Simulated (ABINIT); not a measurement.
# SiO2 (P4_32_12): a self-consistent loop beyond G0W0, cycle by cycle

Wanted: G0W0 and self-consistent gaps of SiO2 (P4_32_12), with the cost of the cycles.

Method: LDA and many-body steps on it, plane waves, in ABINIT 10.8.3.

**1. Starting point**

The structure is tetragonal, space group P4_32_12 (No. 96). The conventional cell has a = 4.933 Å, b = 4.933 Å, c = 6.465 Å, α = 90.00°, β = 90.00°, γ = 90.00°. Nearest to Si lie 4 O at 1.62 Å. Nearest to O lie 2 Si at 1.62 Å. Farther neighbours and most contacts between anions are not listed.

The cell and positions come from the Crystallography Open Database and are kept as given unless a step says otherwise.

**2. Empty states on the mesh, 2×2×2 mesh, 271 bands**

This step: ABINIT 10.8.3; DFT, LDA, plane waves, norm-conserving pseudopotentials.

The sums over transitions need many empty states on a uniform mesh; this step solves for them.

Input file run.abi:

```
acell 3*1.0 Angstrom
rprim 
  4.932900000000 0.000000000000 0.000000000000
  0.000000000000 4.932900000000 0.000000000000
  0.000000000000 0.000000000000 6.464500000000
ntypat 2
znucl 14 8
natom 12
typat 1 1 1 1 2 2 2 2 2 2 2 2
xred 
  0.817705000000 0.817705000000 0.500000000000
  0.682295000000 0.317705000000 0.250000000000
  0.182295000000 0.182295000000 0.000000000000
  0.317705000000 0.682295000000 0.750000000000
  0.268340000000 0.364570000000 0.801930000000
  0.135430000000 0.768340000000 0.551930000000
  0.731660000000 0.635430000000 0.301930000000
  0.864570000000 0.231660000000 0.051930000000
  0.768340000000 0.135430000000 0.448070000000
  0.635430000000 0.731660000000 0.698070000000
  0.231660000000 0.864570000000 0.948070000000
  0.364570000000 0.268340000000 0.198070000000
pp_dirpath "pseudos"
pseudos "Si.upf, O.upf"
ecut 36
ngkpt 2 2 2
nshiftk 1
shiftk 0 0 0
kptopt 1
chksymbreak 0
iscf -2
irdden 1
istwfk *1
nband 271
nbdbuf 24
tolwfr 1e-09
nstep 60
prtvol 0
indata_prefix "in"
outdata_prefix "out"
tmpdata_prefix "tmp"
```

The run is started by

```console
$ OMP_NUM_THREADS=1 mpirun -n 4 abinit run.abi > log
```

Numbers of over 12 decimals in the logs are rounded to 6 here.

What it wrote:

```text
.Version 10.8.3 of ABINIT. v10.8.2 released Aug 2026.

 Symmetries : space group P4_3 2_1 2 (# 96); Bravais tP (primitive tetrag.)
[... echo of the input left out ...]
== DATASET  1 ==================================================================
-   mpi_nproc: 4, omp_nthreads: 1 (-1 if OMP is not activated)

--- !DatasetInfo
iteration_state: {dtset: 1, }
dimensions: {natom: 12, nkpt: 6, mband: 271, nsppol: 1, nspinor: 1, nspden: 1, mpw: 10976, }
cutoff_energies: {ecut:  36.0, pawecutdg:  -1.0, }
[...]
2.47145    2.47173    2.49617    2.49617    2.50044    2.50367    2.50367    2.54717
   2.55008    2.55030    2.55030    2.55681    2.55681    2.56756    2.57721    2.59378
   2.61144    2.61891    2.62163    2.62487    2.62541    2.63324    2.65747
 prteigrs : prtvol=0 or 1, do not print more k-points.

== END DATASET(S) ==============================================================
================================================================================

 -outvars: echo values of variables after computation  --------
            nband         271
             nkpt           6
          spgroup          96
 [... the other variables as echoed above ...]

 Calculation completed.
```

Elapsed: 4.2 min, on 4 MPI ranks of Arm Neoverse V2, shared host; peak memory 0.63 GiB; 17 min of CPU time.

This step gave:

```
gap                                                           : 5.522 eV
k of the valence top                                          : 0, 0, 0
k of the conduction bottom                                    : 0, 0, 0
least direct gap                                              : 5.522 eV
k points computed                                             : 6
lowest point of the top converged band, above the valence top : 66.8475 eV
```

On this mesh the gap is 5.522 eV.

The density comes from a self-consistent run that is not shown.

**3. Screening, 2×2×2 mesh, 247 bands, screening to 106.1 eV**

The RPA dielectric matrix is built and inverted for each q.

This step: RPA screening on LDA, plane waves, norm-conserving pseudopotentials.

run.abi, as its differences from that of step 2:

```diff
@@ -30,10 +30,11 @@
 chksymbreak 0
-iscf -2
-irdden 1
 istwfk *1
-nband 271
-nbdbuf 24
-tolwfr 1e-09
-nstep 60
-prtvol 0
+occopt 1
+irdwfk 1
+optdriver 3
+nband 247
+ecuteps 3.9
+inclvkb 2
+awtr 1
+symchi 1
 indata_prefix "in"
```

What it wrote:

```text
.Version 10.8.3 of ABINIT. v10.8.2 released Aug 2026.

 Symmetries : space group P4_3 2_1 2 (# 96); Bravais tP (primitive tetrag.)
[... echo of the input left out ...]
== DATASET  1 ==================================================================
-   mpi_nproc: 4, omp_nthreads: 1 (-1 if OMP is not activated)

--- !DatasetInfo
iteration_state: {dtset: 1, }
dimensions: {natom: 12, nkpt: 6, mband: 247, nsppol: 1, nspinor: 1, nspden: 1, mpw: 10976, }
cutoff_energies: {ecut:  36.0, pawecutdg:  -1.0, }
electrons: {nelect:   6.40000000E+01, charge:   0.00000000E+00, occopt:   1.00000000E+00, tsmear:   1.00000000E-02, }

 SCREENING: Calculation of the susceptibility and dielectric matrices

 Based on a program developped by R.W. Godby, V. Olevano, G. Onida, and L. Reining.
 Incorporated in ABINIT by V. Olevano, G.-M. Rignanese, and M. Torrent.
.Using double precision arithmetic ; gwpc =  8

[... cell and pseudopotentials left out ...]
--------------------------------------------------------------------------------

 ==== K-mesh for the wavefunctions ====
 Number of points in the irreducible wedge :     6
[... list of points left out ...]
 Together with  8 symmetry operations and time-reversal symmetry
 yields     8 points in the full Brillouin Zone.

 ==== Q-mesh for the screening function ====
 Number of points in the irreducible wedge :     6
[... list of points left out ...]
 Together with  8 symmetry operations and time-reversal symmetry
 yields     8 points in the full Brillouin Zone.

 setmesh: FFT mesh size selected  =    40x   40x   48
          total number of points  =        76800

 vcoul_init : cutoff-mode = AUXILIARY_FUNCTION
 q-points for optical limit:   1
     1)      0.000010    0.000020    0.000030

- screening: taking advantage of time-reversal symmetry
- Maximum band index for partially occupied states nbvw = 32
- Remaining bands to be divided among processors   nbcw = 215
- Number of bands treated by each node ~53

 Number of electrons calculated from density =   64.0000; Expected =   64.0000
 average of density, n =  0.060290
 r_s =    1.5821
 omega_plasma =   23.6852 [eV]

 calculating chi0 at frequencies [eV] :
  1    0.000000E+00    0.000000E+00
  2    0.000000E+00    2.368522E+01

--------------------------------------------------------------------------------
  q-point number  1        q = ( 0.000000, 0.000000, 0.000000) [r.l.u.]
--------------------------------------------------------------------------------
[... chi0 elements left out ...]
 For q-point:  0.000010 0.000020 0.000030
  dielectric constant =   2.3500
  dielectric constant without local fields =   2.5676

  Average fulfillment of the sum rule on Im[epsilon] for q-point    1 :     65.79  [%]
[... wings left out ...]
  q-point number  2        q = ( 0.500000, 0.000000, 0.000000) [r.l.u.]
--------------------------------------------------------------------------------
[... chi0 elements left out ...]
  Average fulfillment of the sum rule on Im[epsilon] for q-point    2 :     69.51  [%]

 [... 4 further q-points ...]
```

It took 3.4 min on 4 MPI ranks; peak memory 3.6 GiB; 14 min of CPU time.

This step gave:

| Quantity | Value |
| --- | --- |
| ε∞ with local fields, on this mesh, along the program's q direction | 2.35 |
| the same without local fields | 2.568 |
| plasma frequency | 23.69 eV |
| plane waves in the screening matrix | 379 |

Local fields lower ε∞ by 8 %. On a Γ-centred mesh this coarse the value itself is usually too large, while a short band sum pulls it down.

**4. G0W0**

The self-energy is evaluated for the states that the input lists, and the levels follow from it, in one-shot runs by the linearised quasiparticle equation.

This step: G0W0 on LDA, plane waves, norm-conserving pseudopotentials.

run.abi, as its differences from that of step 3:

```diff
@@ -33,8 +33,25 @@
 irdwfk 1
-optdriver 3
+optdriver 4
 nband 247
+gwcalctyp 0
+ecutsigx 36
+symsigma 1
+nkptgw 6
+kptgw 
+  0.0000000000 0.0000000000 0.0000000000
+  0.5000000000 0.0000000000 0.0000000000
+  0.5000000000 0.5000000000 0.0000000000
+  0.0000000000 0.0000000000 0.5000000000
+  0.5000000000 0.0000000000 0.5000000000
+  0.5000000000 0.5000000000 0.5000000000
+bdgw 
+  30 35
+  31 34
+  31 34
+  31 34
+  31 34
+  29 36
 ecuteps 3.9
-inclvkb 2
-awtr 1
-symchi 1
+irdscr 1
+ppmodel 1
 indata_prefix "in"
```

What it wrote:

```text
.Version 10.8.3 of ABINIT. v10.8.2 released Aug 2026.

 Symmetries : space group P4_3 2_1 2 (# 96); Bravais tP (primitive tetrag.)
[... echo of the input left out ...]
== DATASET  1 ==================================================================
-   mpi_nproc: 4, omp_nthreads: 1 (-1 if OMP is not activated)

--- !DatasetInfo
iteration_state: {dtset: 1, }
dimensions: {natom: 12, nkpt: 6, mband: 247, nsppol: 1, nspinor: 1, nspden: 1, mpw: 10976, }
cutoff_energies: {ecut:  36.0, pawecutdg:  -1.0, }
electrons: {nelect:   6.40000000E+01, charge:   0.00000000E+00, occopt:   1.00000000E+00, tsmear:   1.00000000E-02, }

 SIGMA: Calculation of the GW corrections

 Based on a program developped by R.W. Godby, V. Olevano, G. Onida, and L. Reining.
 Incorporated in ABINIT by V. Olevano, G.-M. Rignanese, and M. Torrent.
.Using double precision arithmetic ; gwpc =  8

[... cell and pseudopotentials left out ...]
--------------------------------------------------------------------------------

 ==== K-mesh for the wavefunctions ====
 Number of points in the irreducible wedge :     6
[... list of points left out ...]
 Together with  8 symmetry operations and time-reversal symmetry
 yields     8 points in the full Brillouin Zone.

 ==== Q-mesh for screening function ====
 Number of points in the irreducible wedge :     6
[... list of points left out ...]
 Together with  8 symmetry operations and time-reversal symmetry
 yields     8 points in the full Brillouin Zone.

 vcoul_init : cutoff-mode = AUXILIARY_FUNCTION
 q-points for optical limit:   1
     1)      0.000010    0.000020    0.000030
 setmesh: FFT mesh size selected  =    54x   54x   72
          total number of points  =       209952

 Number of electrons calculated from density =   64.0000; Expected =   64.0000
 average of density, n =  0.060290
 r_s =    1.5821
 omega_plasma =   23.6852 [eV]

 === KS Band Gaps ===
  >>>> For spin  1
   Minimum direct gap =   5.5218 [eV], located at k-point      :   0.0000  0.0000  0.0000
   Fundamental gap    =   5.5218 [eV], Top of valence bands at :   0.0000  0.0000  0.0000
                                       Bottom of conduction at :   0.0000  0.0000  0.0000
 SIGMA fundamental parameters:
 PLASMON POLE MODEL  1
 number of plane-waves for SigmaX                10969
 number of plane-waves for SigmaC and W            379
 number of plane-waves for wavefunctions         10969
 number of bands                                   247
 number of independent spin polarizations            1
 number of spinorial components                      1
 number of k-points in IBZ                           6
 number of q-points in IBZ                           6
 number of symmetry operations                       8
 number of k-points in BZ                            8
 number of q-points in BZ                            8
 number of frequencies for dSigma/dE                 9
 frequency step for dSigma/dE [eV]                0.25
 number of omega for Sigma on real axis              0
 max omega for Sigma on real axis  [eV]           0.00
 zcut for avoiding poles [eV]                     0.10

 EPSILON^-1 parameters (SCR file):
 dimension of the eps^-1 matrix on file            379
 dimension of the eps^-1 matrix used               379
 number of plane-waves for wavefunctions         10969
 number of bands                                   247
 number of q-points in IBZ                           6
 number of frequencies                               2
 number of real frequencies                          1
 number of imag frequencies                          1

 matrix elements of self-energy operator (all in [eV])

 Perturbative Calculation

--- !SelfEnergy_ee
iteration_state: {dtset: 1, }
kpoint     : [   0.000,    0.000,    0.000, ]
spin       : 1
KS_gap     :    5.522
QP_gap     :    8.431
Delta_QP_KS:    2.909
data: !SigmaeeData |
     Band     E0 <VxcDFT>   SigX SigC(E0)      Z dSigC/dE  Sig(E)    E-E0       E
       30  -0.567 -19.643 -25.393   4.063   0.817  -0.225 -21.021  -1.378  -1.945
       31  -0.567 -19.643 -25.393   4.063   0.817  -0.225 -21.021  -1.378  -1.945
       32  -0.096 -19.823 -25.468   4.044   0.817  -0.223 -21.132  -1.309  -1.405
       33   5.425 -11.390  -6.519  -3.032   0.871  -0.149  -9.789   1.600   7.026
       34   8.437 -10.445  -4.877  -3.439   0.867  -0.154  -8.600   1.845  10.281
       35   8.437 -10.445  -4.877  -3.439   0.867  -0.154  -8.600   1.845  10.281

--- !SelfEnergy_ee
iteration_state: {dtset: 1, }
kpoint     : [   0.500,    0.000,    0.000, ]
spin       : 1
KS_gap     :    8.166
QP_gap     :   11.436
Delta_QP_KS:    3.271
data: !SigmaeeData |
     Band     E0 <VxcDFT>   SigX SigC(E0)      Z dSigC/dE  Sig(E)    E-E0       E
[...]
--- !SelfEnergy_ee
iteration_state: {dtset: 1, }
kpoint     : [   0.500,    0.500,    0.000, ]
spin       : 1
KS_gap     :    8.862
QP_gap     :   12.234
Delta_QP_KS:    3.372
data: !SigmaeeData |
     Band     E0 <VxcDFT>   SigX SigC(E0)      Z dSigC/dE  Sig(E)    E-E0       E
[...]
--- !SelfEnergy_ee
iteration_state: {dtset: 1, }
kpoint     : [   0.000,    0.000,    0.500, ]
spin       : 1
KS_gap     :    7.335
QP_gap     :   10.527
Delta_QP_KS:    3.192
data: !SigmaeeData |
     Band     E0 <VxcDFT>   SigX SigC(E0)      Z dSigC/dE  Sig(E)    E-E0       E
[...]
--- !SelfEnergy_ee
iteration_state: {dtset: 1, }
kpoint     : [   0.500,    0.000,    0.500, ]
spin       : 1
KS_gap     :    8.198
QP_gap     :   11.526
Delta_QP_KS:    3.329
data: !SigmaeeData |
     Band     E0 <VxcDFT>   SigX SigC(E0)      Z dSigC/dE  Sig(E)    E-E0       E
[...]
--- !SelfEnergy_ee
iteration_state: {dtset: 1, }
kpoint     : [   0.500,    0.500,    0.500, ]
spin       : 1
KS_gap     :    9.331
QP_gap     :   12.728
Delta_QP_KS:    3.396
data: !SigmaeeData |
     Band     E0 <VxcDFT>   SigX SigC(E0)      Z dSigC/dE  Sig(E)    E-E0       E
[...]
34   8.727 -12.469  -6.836  -3.270   0.858  -0.165 -10.441   2.028  10.755
       35   8.727 -12.469  -6.836  -3.270   0.858  -0.165 -10.441   2.028  10.755
       36   8.727 -12.469  -6.836  -3.270   0.858  -0.165 -10.441   2.028  10.755

 New Fermi energy :        1.164145E-01 Ha ,    3.167800E+00 eV

 === QP Band Gaps ===
  >>>> For spin  1
   Minimum direct gap =   8.4310 [eV], located at k-point      :   0.0000  0.0000  0.0000
   Fundamental gap    =   8.4310 [eV], Top of valence bands at :   0.0000  0.0000  0.0000
                                       Bottom of conduction at :   0.0000  0.0000  0.0000

== END DATASET(S) ==============================================================
================================================================================

 -outvars: echo values of variables after computation  --------
           etotal      0.0000000000E+00
            nband         247
             nkpt           6
          spgroup          96
 [... the other variables as echoed above ...]

 Calculation completed.
```

Wall time 77 s (4 MPI ranks); peak memory 2.7 GiB; 5.2 min of CPU time.

This step gave:

```
G0W0 gap on the mesh                         : 8.431 eV
starting gap on the mesh                     : 5.522 eV
k of the valence top                         : 0, 0, 0
k of the conduction bottom                   : 0, 0, 0
Z at the valence top                         : 0.817
Z at the conduction bottom                   : 0.871
least direct G0W0 gap on the computed points : 8.431 eV
```

The gap on the mesh goes from 5.52 eV to 8.43 eV, a correction of +2.91 eV.

**5. evGW0, cycle 1**

This step: evGW0 on LDA, plane waves, norm-conserving pseudopotentials.

run.abi, as its differences from that of step 4:

```diff
@@ -35,3 +35,3 @@
 nband 247
-gwcalctyp 0
+gwcalctyp 10
 ecutsigx 36
@@ -47,8 +47,8 @@
 bdgw 
-  30 35
-  31 34
-  31 34
-  31 34
-  31 34
-  29 36
+  9 44
+  9 44
+  9 44
+  9 44
+  9 44
+  9 44
 ecuteps 3.9
```

What it wrote:

```text
.Version 10.8.3 of ABINIT. v10.8.2 released Aug 2026.

 Symmetries : space group P4_3 2_1 2 (# 96); Bravais tP (primitive tetrag.)
[... echo of the input left out ...]
== DATASET  1 ==================================================================
-   mpi_nproc: 4, omp_nthreads: 1 (-1 if OMP is not activated)

--- !DatasetInfo
iteration_state: {dtset: 1, }
dimensions: {natom: 12, nkpt: 6, mband: 247, nsppol: 1, nspinor: 1, nspden: 1, mpw: 10976, }
cutoff_energies: {ecut:  36.0, pawecutdg:  -1.0, }
electrons: {nelect:   6.40000000E+01, charge:   0.00000000E+00, occopt:   1.00000000E+00, tsmear:   1.00000000E-02, }

 SIGMA: Calculation of the GW corrections

 Based on a program developped by R.W. Godby, V. Olevano, G. Onida, and L. Reining.
 Incorporated in ABINIT by V. Olevano, G.-M. Rignanese, and M. Torrent.
.Using double precision arithmetic ; gwpc =  8

[... cell and pseudopotentials left out ...]
--------------------------------------------------------------------------------

 ==== K-mesh for the wavefunctions ====
 Number of points in the irreducible wedge :     6
[... list of points left out ...]
 Together with  8 symmetry operations and time-reversal symmetry
 yields     8 points in the full Brillouin Zone.

 ==== Q-mesh for screening function ====
 Number of points in the irreducible wedge :     6
[... list of points left out ...]
 Together with  8 symmetry operations and time-reversal symmetry
 yields     8 points in the full Brillouin Zone.

 vcoul_init : cutoff-mode = AUXILIARY_FUNCTION
 q-points for optical limit:   1
     1)      0.000010    0.000020    0.000030
 setmesh: FFT mesh size selected  =    54x   54x   72
          total number of points  =       209952

 Number of electrons calculated from density =   64.0000; Expected =   64.0000
[...]
KS_gap     :    8.198
QP_gap     :   11.526
Delta_QP_KS:    3.329
data: !SigmaeeData |
     Band     E_DFT   <VxcDFT>   E(N-1)  <Hhartree>   SigX  SigC[E(N-1)]    Z     dSigC/dE  Sig[E(N)]  DeltaE  E(N)_pert E(N)_diago
[...]
--- !SelfEnergy_ee
iteration_state: {dtset: 1, }
kpoint     : [   0.500,    0.500,    0.500, ]
spin       : 1
KS_gap     :    9.331
QP_gap     :   12.728
Delta_QP_KS:    3.396
data: !SigmaeeData |
     Band     E_DFT   <VxcDFT>   E(N-1)  <Hhartree>   SigX  SigC[E(N-1)]    Z     dSigC/dE  Sig[E(N)]  DeltaE  E(N)_pert E(N)_diago
[...]
43    10.249   -12.569    10.249    22.818    -6.454    -3.535     0.855    -0.170   -10.364     2.205    12.454    12.830
       44    10.249   -12.569    10.249    22.818    -6.454    -3.535     0.855    -0.170   -10.364     2.205    12.454    12.830

 New Fermi energy :        1.022773E-01 Ha ,    2.783108E+00 eV

 === QP Band Gaps ===
  >>>> For spin  1
   Minimum direct gap =   8.9615 [eV], located at k-point      :   0.0000  0.0000  0.0000
   Fundamental gap    =   8.9615 [eV], Top of valence bands at :   0.0000  0.0000  0.0000
                                       Bottom of conduction at :   0.0000  0.0000  0.0000

 writing QP data on file : out_QPS

 Convergence of QP corrections
 >>>>> For spin  1 <<<<<
.  kptgw no:  1; Maximum DeltaE = (   1.845  -0.000) for band index: 35
.  kptgw no:  2; Maximum DeltaE = (   1.879  -0.000) for band index: 34
.  kptgw no:  3; Maximum DeltaE = (   1.942  -0.000) for band index: 35
.  kptgw no:  4; Maximum DeltaE = (   1.812  -0.000) for band index: 34
.  kptgw no:  5; Maximum DeltaE = (   1.943   0.000) for band index: 36
.  kptgw no:  6; Maximum DeltaE = (   2.028  -0.000) for band index: 36

== END DATASET(S) ==============================================================
================================================================================

 -outvars: echo values of variables after computation  --------
           etotal      0.0000000000E+00
            nband         247
             nkpt           6
          spgroup          96
 [... the other variables as echoed above ...]

 Calculation completed.
```

Run time: 9.3 min. Hardware: 4 MPI ranks; peak memory 4.4 GiB.

This step gave:

```
quasiparticle gap on the mesh                         : 8.962 eV
gap of the density functional on the mesh             : 5.522 eV
k of the valence top                                  : 0, 0, 0
k of the conduction bottom                            : 0, 0, 0
Z at the valence top                                  : 0.817
Z at the conduction bottom                            : 0.871
least direct quasiparticle gap on the computed points : 8.962 eV
```

Against G0W0 in ABINIT (2×2×2 mesh, 247 bands, screening to 106.1 eV, Godby-Needs plasmon pole), the gap moves by +0.531 eV. This first cycle still uses the starting levels; it takes the full correction, at all points of the mesh, and its linearised value is 8.431 eV.

[end of part 1 of 3]

[Paths, hosts, dates, memory and timing lines, banners, echoed tables and standing remarks are left out of the program output.]

[Logs are printed without paths, hosts, clocks, repeated set-up lines and the standing remarks that a program may print on its own settings, such as how far it seeks lower states.]

[Runs of the session that timed out or met a known fault of the program may be left out.]

[Hosts, paths, dates, database ids (printed as entryN), source tags and the programs' standing remarks are cut or masked in the printed files.]

[G0W0 gaps are taken among the corrected bands and points alone; a level outside them can change the order at an edge.]

[Where Ansatz stands beside ABINIT at settings called matched, ABINIT's density can come from a denser mesh and the files from another edition; pairs whose starting gaps differed by over 0.03 eV were left out, so agreement reads better than it is.]
